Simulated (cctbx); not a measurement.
# K3NdAs2 with cctbx, script by script

Library: cctbx 2025.11.

## 1. Energy scan

run.py:

```python
from cctbx import adptbx, crystal, miller, xray
from cctbx.array_family import flex
from cctbx.eltbx import sasaki

cs = crystal.symmetry(unit_cell=(5.658, 5.658, 9.226, 90, 90, 120), space_group_symbol='Hall: -P 3 2"')  # P-3m1
atoms = [  # label, site, U (iso, or U11 U22 U33 U12 U13 U23 in A^2), occupancy
    ("Nd1", (0, 0, 0), (0.0073, 0.0073, 0.0112, 0.0037, 0.0000, -0.0000), 1),
    ("As1", (1/3, 2/3, 0.2497), (0.0102, 0.0102, 0.0161, 0.0051, 0.0000, 0.0000), 1),
    ("K1", (0, 0, 0.5), (0.0141, 0.0141, 0.0254, 0.0071, -0.0000, 0.0000), 1),
    ("K2", (1/3, 2/3, 0.6549), (0.0142, 0.0142, 0.0131, 0.0071, 0.0000, 0.0000), 1),
]
xs = xray.structure(crystal_symmetry=cs)
for label, site, u, occ in atoms:
    u = adptbx.u_cif_as_u_star(cs.unit_cell(), u) if isinstance(u, tuple) else u
    xs.add_scatterer(xray.scatterer(label, site=site, u=u, occupancy=occ))
hkl = [(0, 1, 1), (1, 0, 2), (1, 0, 3), (2, 0, 0)]
ms = miller.set(cs, flex.miller_index(hkl + [tuple(-v for v in h) for h in hkl]), anomalous_flag=True)
print("E (eV)    f'(Nd)   f''   " + "".join("%16s" % ("|F|" + " ".join(map(str, h))) for h in hkl))
for e in [5608, 5958, 6088, 6148, 6178, 6193, 6200, 6204, 6212, 6216, 6223, 6238, 6268, 6358, 6608]:
    xs.set_inelastic_form_factors(12398.42 / e, "sasaki")
    t = sasaki.table("Nd").at_ev(e)
    f = flex.abs(ms.structure_factors_from_scatterers(xs, algorithm="direct").f_calc().data())
    n = len(hkl)
    print("%7.0f %7.2f %6.2f  " % (e, t.fp(), t.fdp()) + "".join("%9.1f/%6.1f" % (f[k], f[k + n]) for k in range(n)))
```

```console
$ python run.py
```

```text
E (eV)    f'(Nd)   f''           |F|0 1 1        |F|1 0 2        |F|1 0 3        |F|2 0 0
   5608   -8.15   4.18       66.0/  66.0     66.7/  66.7     62.3/  62.3     14.7/  14.7
   5958  -10.17   3.80       63.6/  63.6     64.6/  64.6     60.0/  60.0     12.8/  12.8
   6088  -11.85   3.67       61.9/  61.9     62.9/  62.9     58.3/  58.3     11.2/  11.2
   6148  -13.45   3.61       60.2/  60.2     61.3/  61.3     56.7/  56.7      9.7/   9.7
   6178  -14.91   3.58       58.8/  58.8     59.9/  59.9     55.3/  55.3      8.3/   8.3
   6193  -16.44   3.57       57.2/  57.2     58.4/  58.4     53.8/  53.8      6.8/   6.8
   6200  -17.82   3.56       55.9/  55.9     57.0/  57.0     52.4/  52.4      5.6/   5.6
   6204  -19.30   3.56       54.4/  54.4     55.6/  55.6     51.0/  51.0      4.2/   4.2
   6212  -19.63  10.65       54.9/  54.9     56.2/  56.2     51.6/  51.6      9.5/   9.5
   6216  -17.96  10.63       56.6/  56.6     57.8/  57.8     53.2/  53.2     10.2/  10.2
   6223  -16.49  10.61       58.0/  58.0     59.2/  59.2     54.6/  54.6     11.0/  11.0
   6238  -14.89  10.55       59.5/  59.5     60.8/  60.8     56.1/  56.1     11.9/  11.9
   6268  -13.36  10.44       61.0/  61.0     62.2/  62.2     57.5/  57.5     12.9/  12.9
   6358  -11.35  10.13       62.8/  62.8     64.1/  64.1     59.3/  59.3     14.3/  14.3
   6608  -10.45   9.41       63.5/  63.5     64.8/  64.8     59.9/  59.9     14.7/  14.7
```

It took 0.26 s on 1 thread of Arm Neoverse V2, with other jobs on the host, peak memory 0.07 GiB.

[Logs are printed without paths, hosts, clocks, repeated set-up lines and the standing remarks that a program may print on its own settings, such as how far it seeks lower states.]
